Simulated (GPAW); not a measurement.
Consider HfB (Fm-3m).

```cif
data_structure
_symmetry_space_group_name_H-M 'P 1'
_symmetry_Int_Tables_number 1
_cell_length_a 3.2668
_cell_length_b 3.2668
_cell_length_c 3.2668
_cell_angle_alpha 60.000
_cell_angle_beta 60.000
_cell_angle_gamma 60.000
_cell_volume 24.65
loop_
_atom_site_label
_atom_site_type_symbol
_atom_site_fract_x
_atom_site_fract_y
_atom_site_fract_z
_atom_site_occupancy
Hf1 Hf 0.50000 0.50000 0.50000 1
B2 B 0.00000 0.00000 0.00000 1
```

Absorber: atom 2, with 6 Hf at 2.31 Å (octahedral, site symmetry m-3m). Method: GPAW, PBE, excited-electron core hole (neutral cell), 16-atom cell with 6.5 Å between holes, 6×6×6 k points, dipole transitions, Gaussian full width 0.9 eV up to 4 eV, rising linearly to 3.5 eV at 25 eV, without spin-orbit coupling.

Question: Predict the near-edge structure at the B K edge.

Main maxima up to 24 eV above the zero (height): 2.4 eV (0.78), 7.0 eV (1.42) and 13.5 eV (2.02). A K edge sees empty p states on the absorber. The total-energy difference is 190.67 eV. One term is added: -5.59 eV, since the hole is spin-paired here and a spin-polarised one costs that much less in the free atom (computed apart). The photon energy is then 185.08 eV. The functional leaves an error of a few eV in such absolute values.

The B K spectrum (energy from the lowest empty level; intensity scaled to a mean of 1 over the first 20 eV):

| E (eV) | intensity |
| --- | --- |
| -2.0 | 0.00 |
| -1.4 | 0.00 |
| -0.8 | 0.01 |
| -0.2 | 0.21 |
| 0.4 | 0.63 |
| 1.0 | 0.73 |
| 1.6 | 0.75 |
| 2.2 | 0.77 |
| 2.8 | 0.74 |
| 3.4 | 0.64 |
| 4.0 | 0.70 |
| 4.6 | 0.86 |
| 5.2 | 1.01 |
| 5.8 | 1.29 |
| 6.4 | 1.36 |
| 7.0 | 1.42 |
| 7.6 | 1.24 |
| 8.2 | 0.91 |
| 8.8 | 0.72 |
| 9.4 | 0.57 |
| 10.0 | 0.48 |
| 10.6 | 0.57 |
| 11.2 | 0.75 |
| 11.8 | 1.02 |
| 12.4 | 1.46 |
| 13.0 | 1.89 |
| 13.6 | 2.02 |
| 14.2 | 1.86 |
| 14.8 | 1.65 |
| 15.4 | 1.50 |
| 16.0 | 1.33 |
| 16.6 | 1.13 |
| 17.2 | 0.93 |
| 17.8 | 0.75 |
| 18.4 | 0.60 |
| 19.0 | 0.48 |
| 19.6 | 0.38 |
| 20.2 | 0.30 |
| 20.8 | 0.26 |
| 21.4 | 0.26 |
| 22.0 | 0.28 |
| 22.6 | 0.30 |
| 23.2 | 0.30 |
| 23.8 | 0.30 |
| 24.4 | 0.31 |
| 25.0 | 0.33 |
| 25.6 | 0.36 |
| 26.2 | 0.40 |
| 26.8 | 0.44 |
| 27.4 | 0.48 |
| 28.0 | 0.53 |
| 28.6 | 0.59 |
| 29.2 | 0.68 |
| 29.8 | 0.78 |
| 30.4 | 0.87 |
| 31.0 | 0.92 |
| 31.6 | 0.93 |

Lifetime broadening is put in by hand, and intensities beyond about 20 eV depend on it and on the partial waves; weight that the partial waves miss at high energy is lost. The structure is a published determination, not relaxed.

[Banner, clock and machine lines of the logs are left out without a mark of their own.]

[Logs are printed without paths, hosts, clocks, repeated set-up lines and the standing remarks that a program may print on its own settings, such as how far it seeks lower states.]

[Hosts, paths, dates, database ids (printed as entryN), source tags and the programs' standing remarks are cut or masked in the printed files.]

[Lists of maxima count a maximum above −3 eV only where it reaches 4 % of the highest in the window and stands out from its surroundings by 2 % of it (1.5 % where it reaches 55 %); shoulders and weaker maxima are passed over, and of the rest the first, up to two pre-edge ones and the few strongest are named.]
